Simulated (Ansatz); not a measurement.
# Cs3Tl, from a guessed structure to a relaxed one

Starting from a made-up structure for Cs3Tl, the aim is the relaxed cell, its shortest contacts and, where a second run follows, its electronic structure.

Program: Ansatz 0.2.0. Level of theory: DFT, PBE, plane-wave PAW, files of the set soft_1, scalar-relativistic, no spin, cell and ions relaxed at zero pressure; PAW set soft_1, in the first sound run; inputs show where later runs differ. Results are calculated unless marked as measured.

### 1. The structure

The structure is cubic, space group Fm-3m (No. 225). The conventional cell has a = 10.954 Å, b = 10.954 Å, c = 10.954 Å, α = 90.00°, β = 90.00°, γ = 90.00°. Tl has 8 Cs at 4.74 Å nearest. Nearest to Cs lie 8 Cs at 4.74 Å. Nearest to Cs lie 4 Tl at 4.74 Å and 4 Cs at 4.74 Å. Farther neighbours are not listed.

### 2. Relaxing cell and atoms

The guessed cell has no reason to be at equilibrium. It is relaxed with the atoms, within the space group of the guess.

Contents of input.yaml:

```yaml
crystal:
  lattice:
    - [0.0, 5.477, 5.477]
    - [5.477, 0.0, 5.477]
    - [5.477, 5.477, 0.0]
  atoms:
    - { symbol: Tl, position: [0.0, 0.0, 0.0] }
    - { symbol: Cs, position: [0.5, 0.5, 0.5] }
    - { symbol: Cs, position: [0.75, 0.75, 0.75] }
    - { symbol: Cs, position: [0.25, 0.25, 0.25] }
kpoints:
  mp_grid: { grid: [4, 4, 4] }
scf:
  occupations: { method: fermi_dirac, width: 0.05 }
hamiltonian:
  xc: pbe
  pseudopotentials: { kind: paw, azcp: { folder: soft_1 } }
relax:
  f_tol: 0.015
  max_steps: 70
  cell: {}
output:
  forces: true
  stress: true
```

The run is started by

```bash
$ ansatz run input.yaml --threads 4 --pin off --max-ram 10240MiB --backend cpu --events-out ev --progress --plain --runs-dir out
```

Numbers of over 12 decimals in the logs are rounded to 6 here.

The program printed:

```text
Engine: ansatz 0.2.0, aarch64-unknown-linux-gnu
Pseudopotentials: kind: paw
Pseudopotential: Tl, paw, valence charge 13, recommended cutoff 420 eV (normal), soft_1/Tl.paw.azcp
Pseudopotential: Cs, paw, valence charge 9, recommended cutoff 420 eV (normal), soft_1/Cs.paw.azcp
Functional definition: PBE
  parameter kappa = 0.804
  parameter beta = 0.066725
  exchange = pbe_x(kappa = kappa, mu = beta*pi^2/3)
  correlation = pbe_c(beta = beta)
Crystal: 4 atoms, lattice volume = 328.593 Å³
Basis set: ecut = 420 eV, 6375 PW (Γ), exchange–correlation on 108×108×108 points (8 copies of the dense FFT grid, shifted against one another)
Bands: 24, of which v1, the nominal top of the filled ones, is band 20 counted from 1 (19 counted from 0)
Symmetry: 48 space group operations
Space group: Fm-3m (ITA 225), of the structure as read, at distance tolerance 6.9e-5 Å
k-points: 8 of 64
Non-local potential: Tl, projectors of the file, l = 0: 2, l = 1: 2, l = 2: 2, l = 3: 1
Non-local potential: Cs, projectors of the file, l = 0: 3, l = 1: 2, l = 2: 2, l = 3: 2
PAW form: soft (Blöchl's): semilocal exchange-correlation on the pseudo side does not see the compensation charge
PAW one-centre angular grid: Tl, 590 points (default); XC on 64 Gauss nodes
PAW one-centre angular grid: Cs, 194 points (default); XC on 64 Gauss nodes
Initial density: superposition of atomic densities (chi_scale 0.1, normalization cell, long waves kept (reshape's long-wave potential 0.00 eV rms))
Initial wavefunctions: pseudopotential atomic-orbital guess
Functional: x = pbe(κ = 0.804, μ = 0.219515), c = pbe(β = 0.066725)
SCF iter   1: F=—  HF=-28459.578316 eV  |F-HF|=—  |Δ(HF+E_count)|=         —  Δρ=1.74e-2  dr2=2.56e0  ethr=3.10e-3  ⟨swp⟩=7.1  Hψ=973  notcnv=0
preconditioner: auto → Resta (q_TF=auto, 1.921 Å⁻¹)  ε∞=2.5  [insulator: Δε(μ)=0.164 eV  Ē_g=9.607 eV  σ=0.050 eV  W_gap=0.57  n_scr=50 (ndim 8)  ℏωp=11.9 eV  f_vac=0.001  D(μ)=5.98/eV (n_scr^D=26)  ε∞_Penn≈2.5]
SCF iter   2: F=—  HF=-28458.714163 eV  |F-HF|=—  |Δ(HF+E_count)|=   8.64e-1  Δρ=5.02e-3  dr2=9.70e-2  ethr=3.10e-3  ⟨swp⟩=2.8  Hψ=438  notcnv=0
SCF iter   3: F=—  HF=-28458.697341 eV  |F-HF|=—  |Δ(HF+E_count)|=   1.68e-2  Δρ=2.32e-3  dr2=2.30e-2  ethr=2.43e-4  ⟨swp⟩=2.9  Hψ=320  notcnv=0
SCF iter   4: F=—  HF=-28458.697836 eV  |F-HF|=—  |Δ(HF+E_count)|=   4.94e-4  Δρ=6.52e-4  dr2=1.48e-3  ethr=5.74e-5  ⟨swp⟩=3.4  Hψ=353  notcnv=0
SCF iter   5: F=—  HF=-28458.698254 eV  |F-HF|=—  |Δ(HF+E_count)|=   4.18e-4  Δρ=1.41e-4  dr2=7.34e-5  ethr=3.70e-6  ⟨swp⟩=2.0  Hψ=329  notcnv=0
SCF iter   6: F=—  HF=-28458.698287 eV  |F-HF|=—  |Δ(HF+E_count)|=   3.28e-5  Δρ=2.09e-5  dr2=2.78e-6  ethr=1.83e-7  ⟨swp⟩=2.1  Hψ=243  notcnv=0
SCF iter   7: F=-28458.698289 eV  HF=-28458.698289 eV  |F-HF|=7.04e-8  |Δ(HF+E_count)|=   1.76e-6  Δρ=3.45e-6  dr2=3.99e-8  ethr=2.50e-10  ⟨swp⟩=3.6  Hψ=904  notcnv=0
SCF 1 converged in 7 iterations: F = -28458.698289 eV  dr2 = 3.99e-8
  greatest PAW one-centre occupation: 0.963 electrons in one spin orbital (limit 2), on the Tl atom at site 0 (counted from 0), in its partial waves of l = 2
relax step   1: F+E_penalty+E_count = -28458.69828872 eV  Δ(F+E_penalty+E_count) = +0.000e0 eV  max|allowed force component| = 1.099e-17 eV/Å  Δτ_max = 0.0000 Å  P = -0.352 GPa  Ω = 328.593 Å³  (7 SCF iters, dr2 threshold 1.00e-7 eV, accepted)
Crystal: 4 atoms, lattice volume = 324.406 Å³
Initial density: handed on by an earlier stage of this run
Initial wavefunctions: those handed on with the density
iter 1 solved again at ethr=7.42e-7 eV; its pass at ethr=3.10e-3 eV (dr2=2.97e-4 eV) is discarded
SCF iter   1: F=—  HF=-28458.707303 eV  |F-HF|=—  |Δ(HF+E_count)|=         —  Δρ=1.54e-4  dr2=2.09e-4  ethr=7.42e-7  ⟨swp⟩=3.0  Hψ=1163  notcnv=0
preconditioner: auto → Kerker (q_TF=auto, 1.925 Å⁻¹)  [metal: Δε(μ)=0.125 eV  Ē_g=10.332 eV  σ=0.050 eV  W_gap=0.46  n_scr=50 (ndim 8)  ℏωp=12.0 eV  f_vac=0.001  D(μ)=7.65/eV (n_scr^D=58)]
SCF iter   2: F=—  HF=-28458.707256 eV  |F-HF|=—  |Δ(HF+E_count)|=   4.65e-5  Δρ=8.58e-5  dr2=5.66e-5  ethr=5.21e-7  ⟨swp⟩=2.0  Hψ=328  notcnv=0
SCF iter   3: F=—  HF=-28458.707246 eV  |F-HF|=—  |Δ(HF+E_count)|=   9.76e-6  Δρ=2.44e-5  dr2=6.32e-6  ethr=1.41e-7  ⟨swp⟩=2.1  Hψ=334  notcnv=0
SCF iter   4: F=—  HF=-28458.707247 eV  |F-HF|=—  |Δ(HF+E_count)|=   6.79e-7  Δρ=1.10e-5  dr2=2.47e-6  ethr=1.58e-8  ⟨swp⟩=2.8  Hψ=304  notcnv=0
SCF iter   5: F=-28458.707247 eV  HF=-28458.707247 eV  |F-HF|=3.85e-8  |Δ(HF+E_count)|=   2.16e-7  Δρ=1.95e-6  dr2=6.58e-8  ethr=7.74e-10  ⟨swp⟩=3.4  Hψ=763  notcnv=0
SCF 2 converged in 5 iterations: F = -28458.707247 eV  dr2 = 6.58e-8
relax step   2: F+E_penalty+E_count = -28458.70724687 eV  Δ(F+E_penalty+E_count) = -8.958e-3 eV  max|allowed force component| = 1.706e-17 eV/Å  Δτ_max = 0.0000 Å  P = -0.331 GPa  Ω = 324.406 Å³  energy of the carried Pulay correction = +3.626e-5 eV  (5 SCF iters, dr2 threshold 3.10e-7 eV, accepted)
Crystal: 4 atoms, lattice volume = 279.053 Å³
Basis set: ecut = 420 eV, 5577 PW (Γ), exchange–correlation on 108×108×108 points (8 copies of the dense FFT grid, shifted against one another)
iter 1 solved again at ethr=6.07e-5 eV; its pass at ethr=3.10e-3 eV (dr2=2.43e-2 eV) is discarded
SCF iter   1: F=—  HF=-28458.767694 eV  |F-HF|=—  |Δ(HF+E_count)|=         —  Δρ=1.99e-3  dr2=2.48e-2  ethr=6.07e-5  ⟨swp⟩=1.5  Hψ=1299  notcnv=0
preconditioner: auto → Kerker (q_TF=auto, 1.974 Å⁻¹)  [metal: Δε(μ)=0.022 eV  Ē_g=10.163 eV  σ=0.050 eV  W_gap=0.11  n_scr=26 (ndim 8)  ℏωp=13.0 eV  f_vac=0.001  D(μ)=8.18/eV (n_scr^D=58)]
SCF iter   2: F=—  HF=-28458.761715 eV  |F-HF|=—  |Δ(HF+E_count)|=   5.98e-3  Δρ=1.12e-3  dr2=7.15e-3  ethr=6.07e-5  ⟨swp⟩=2.0  Hψ=323  notcnv=0
SCF iter   3: F=—  HF=-28458.760462 eV  |F-HF|=—  |Δ(HF+E_count)|=   1.25e-3  Δρ=3.20e-4  dr2=9.22e-4  ethr=1.79e-5  ⟨swp⟩=2.0  Hψ=332  notcnv=0
SCF iter   4: F=—  HF=-28458.760513 eV  |F-HF|=—  |Δ(HF+E_count)|=   5.07e-5  Δρ=1.37e-4  dr2=2.99e-4  ethr=2.30e-6  ⟨swp⟩=3.0  Hψ=341  notcnv=0
SCF iter   5: F=—  HF=-28458.760469 eV  |F-HF|=—  |Δ(HF+E_count)|=   4.39e-5  Δρ=2.20e-5  dr2=6.25e-6  ethr=7.48e-7  ⟨swp⟩=2.2  Hψ=224  notcnv=0
SCF iter   6: F=—  HF=-28458.760433 eV  |F-HF|=—  |Δ(HF+E_count)|=   3.63e-5  Δρ=1.13e-5  dr2=1.36e-6  ethr=1.56e-8  ⟨swp⟩=2.2  Hψ=300  notcnv=0
SCF iter   7: F=-28458.760432 eV  HF=-28458.760432 eV  |F-HF|=2.08e-8  |Δ(HF+E_count)|=   2.52e-7  Δρ=3.42e-6  dr2=6.65e-8  ethr=6.83e-10  ⟨swp⟩=3.0  Hψ=799  notcnv=0
SCF 3 converged in 7 iterations: F = -28458.760432 eV  dr2 = 6.65e-8
  greatest PAW one-centre occupation: 0.962 electrons in one spin orbital (limit 2), on the Tl atom at site 0 (counted from 0), in its partial waves of l = 2
relax step   3: F+E_penalty+E_count = -28458.76043232 eV  Δ(F+E_penalty+E_count) = -5.319e-2 eV  max|allowed force component| = 2.082e-17 eV/Å  Δτ_max = 0.0000 Å  P = -0.014 GPa  Ω = 279.053 Å³  energy of the carried Pulay correction = +4.612e-4 eV  (7 SCF iters, dr2 threshold 2.73e-7 eV, accepted)
Basis set: ecut = 420 eV, 5577 PW (Γ), exchange–correlation on 100×100×100 points (8 copies of the dense FFT grid, shifted against one another)
Initial wavefunctions: pseudopotential atomic-orbital guess (no wavefunctions were taken with the density)
iter 1 solved again at ethr=6.03e-7 eV; its pass at ethr=3.10e-3 eV (dr2=2.41e-4 eV) is discarded
SCF iter   1: F=—  HF=-28458.760074 eV  |F-HF|=—  |Δ(HF+E_count)|=         —  Δρ=3.84e-5  dr2=5.95e-7  ethr=6.03e-7  ⟨swp⟩=3.1  Hψ=1472  notcnv=0
preconditioner: auto → Kerker (q_TF=auto, 1.974 Å⁻¹)  [metal: Δε(μ)=0.023 eV  Ē_g=10.254 eV  σ=0.050 eV  W_gap=0.11  n_scr=26 (ndim 8)  ℏωp=13.0 eV  f_vac=0.001  D(μ)=8.32/eV (n_scr^D=58)]
SCF iter   2: F=—  HF=-28458.760042 eV  |F-HF|=—  |Δ(HF+E_count)|=   3.14e-5  Δρ=2.10e-5  dr2=2.04e-7  ethr=1.49e-9  ⟨swp⟩=2.4  Hψ=338  notcnv=0
SCF iter   3: F=—  HF=-28458.760043 eV  |F-HF|=—  |Δ(HF+E_count)|=   7.43e-7  Δρ=3.68e-6  dr2=3.16e-8  ethr=5.10e-10  ⟨swp⟩=2.0  Hψ=334  notcnv=0
SCF iter   4: F=—  HF=-28458.760043 eV  |F-HF|=—  |Δ(HF+E_count)|=   9.45e-9  Δρ=1.52e-6  dr2=1.07e-8  ethr=7.90e-11  ⟨swp⟩=2.1  Hψ=313  notcnv=0
SCF iter   5: F=—  HF=-28458.760043 eV  |F-HF|=—  |Δ(HF+E_count)|=   2.60e-9  Δρ=8.59e-7  dr2=2.83e-9  ethr=2.67e-11  ⟨swp⟩=2.0  Hψ=328  notcnv=0
SCF iter   6: F=—  HF=-28458.760043 eV  |F-HF|=—  |Δ(HF+E_count)|=  8.66e-10  Δρ=5.35e-7  dr2=5.00e-10  ethr=7.07e-12  ⟨swp⟩=2.9  Hψ=342  notcnv=0
SCF iter   7: F=—  HF=-28458.760043 eV  |F-HF|=—  |Δ(HF+E_count)|=  2.66e-10  Δρ=2.37e-7  dr2=7.83e-11  ethr=1.25e-12  ⟨swp⟩=2.0  Hψ=319  notcnv=0
SCF iter   8: F=-28458.760043 eV  HF=-28458.760043 eV  |F-HF|=1.09e-11  |Δ(HF+E_count)|=  2.91e-11  Δρ=5.60e-8  dr2=6.33e-12  ethr=1.00e-12  ⟨swp⟩=4.6  Hψ=698  notcnv=0
SCF 4 converged in 8 iterations: F = -28458.760043 eV  dr2 = 6.33e-12
relax step   4: F+E_penalty+E_count = -28458.76004323 eV  Δ(F+E_penalty+E_count) = +3.891e-4 eV  max|allowed force component| = 1.879e-17 eV/Å  Δτ_max = 0.0000 Å  P = -0.015 GPa  Ω = 279.053 Å³  stress off target by 1.47e-2 GPa  SCF on the basis re-selected at this cell (its energy is not comparable with the rows above)  (8 SCF iters)
basis re-selected at this cell: Δ(F+E_penalty+E_count) = +3.891e-4 eV, ΔP = -0.001 GPa vs the last step (what re-selecting the basis moved, of the pressure what is left beyond the Pulay correction that the steps carried, after the strain that the cell walked since its last selection, with what the two solves' SCF thresholds leave and, on support functions, any second-order correction that the steps lacked; it is no measure of the basis error at this ecutwfc). The dense FFT grid was sized anew with the basis: this SCF ran on 50×50×50 points, the steps before it on 54×54×54, so part of this shift can come from that change (see relax.cell in the input reference). [rest of the remark cut]
SCF converged after 8 iterations
Free energy (F): -28458.760043 eV
Harris-Foulkes:  -28458.760043 eV  (|F-HF|=1.09e-11)
Internal energy: -28458.695179 eV  (E = F + TS)
E sigma→0 (E₀):  -28458.727611 eV
Entropy (-TS):   -0.064864 eV (-16.216 meV/atom)
Fermi energy:    4.287910 eV
--- Per-component energies (eV) ---
  E_band       = -285.626808
  E_kinetic    = 694.901346
  E_local      = -2224.678311  (includes V_loc(G=0)·N_el)
  E_nonlocal   = 383.135628
  E_hartree    = 827.178466
  E_xc         = -721.438955
  E_vxc        = -531.889789  (∫ρ·V_xc dr)
  E_paw        = -25366.364197  (= ΣΔE_a)
  E_vpaw       = -261.452504  (= ΣTr[D̂ρ^β])
  E_aug_tail   = -0.000052  (compensation charges beyond the density's cutoff)
  E_ewald      = -2051.429104
  E_smearing   = -0.064864  (= −TS)
  E_closure    = 0.000000  (closes the sum)
  Σ components = -28458.760043   (vs F -28458.760043, Δ=0.00e0)
--- Forces (eV/Å), atoms counted from 1 ---
  atom   1  Tl    -0.00000000     0.00000000     0.00000000
  atom   2  Cs     0.00000000    -0.00000000    -0.00000000
  atom   3  Cs     0.00000000     0.00000000    -0.00000000
  atom   4  Cs     0.00000000    -0.00000000     0.00000000
  max |Σ_I F_I| component: 8.10e-18 eV/Å
--- Stress (GPa, compression-positive) ---
       -0.014691       0.000000       0.000000
        0.000000      -0.014691      -0.000000
        0.000000       0.000000      -0.014691
  P = ⅓ Tr σ = -0.0147 GPa (-0.147 kbar)
--- Relaxed structure (3 steps of the walk, 3 accepted, 1 SCFs on fresh bases) ---
  F+E_penalty+E_count = -28458.76004323 eV   max|allowed force component| = 1.879e-17 eV/Å   (the final SCF, on the basis selected at the relaxed cell)
  cell:  # Å, volume = 279.0528 Å³
    - [0, 5.186632, 5.186632]
    - [5.186632, 0, 5.186632]
    - [5.186632, 5.186632, 0]
  atoms:
    - { symbol: Tl, position: [0, 0, 0] }
    - { symbol: Cs, position: [0.5, 0.5, 0.5] }
    - { symbol: Cs, position: [0.75, 0.75, 0.75] }
    - { symbol: Cs, position: [0.25, 0.25, 0.25] }
```

Run time: 5.3 s. Hardware: 4 threads of Arm Neoverse V1, shared host; peak memory 0.66 GiB.

The steps of the relaxation:

```
step  energy less that of the first step (eV)  largest force component (eV/Å)  pressure (GPa)  volume (Å³)
   1                                   0.0000                          0.0000           -0.35       328.59
   2                                  -0.0090                          0.0000           -0.33       324.41
   3                                  -0.0621                          0.0000           -0.01       279.05
  4*                                  -0.0618                          0.0000           -0.01       279.05
```

Relaxation steps marked * repeat the geometry before them on a plane-wave basis chosen anew for their cell, so energy and pressure can jump there.

Forces are held to the 48 operations that the run works with; a distortion that breaks them can't arise in this run.

```
conventional cell, symmetrised  before   after   change
                         a (Å)  10.954  10.373   -5.3 %
                         b (Å)  10.954  10.373   -5.3 %
                         c (Å)  10.954  10.373   -5.3 %
              volume (Å³/atom)   82.15   69.76  -15.1 %
```

Final coordinates:

```xyz
4
Lattice="0.0000 5.1866 5.1866 5.1866 0.0000 5.1866 5.1866 5.1866 0.0000" Properties=species:S:1:pos:R:3 pbc="T T T"
Tl    0.0000    0.0000    0.0000
Cs    5.1866    5.1866    5.1866
Cs    7.7799    7.7799    7.7799
Cs    2.5933    2.5933    2.5933
```

Numbers from this step:

```
free energy             : -28458.7600 eV
energy at zero smearing : -28458.7276 eV
smearing term TS        : 0.06486 eV
Fermi energy            : 4.288 eV
electrons               : 40
symmetry operations     : 48
pressure                : -0.01469 GPa
```

Shortest distances by pair of elements, guess and relaxed (not always the same contact):

```
 pair  guess (Å)  relaxed (Å)
Cs–Cs      4.743        4.492
Cs–Tl      4.743        4.492
```

The relaxation ends with a pressure of -0.01 GPa.

[end of part 1 of 2]

[Logs are printed without paths, hosts, clocks, repeated set-up lines and the standing remarks that a program may print on its own settings, such as how far it seeks lower states.]

[Hosts, paths, dates, database ids (printed as entryN), source tags and the programs' standing remarks are cut or masked in the printed files.]
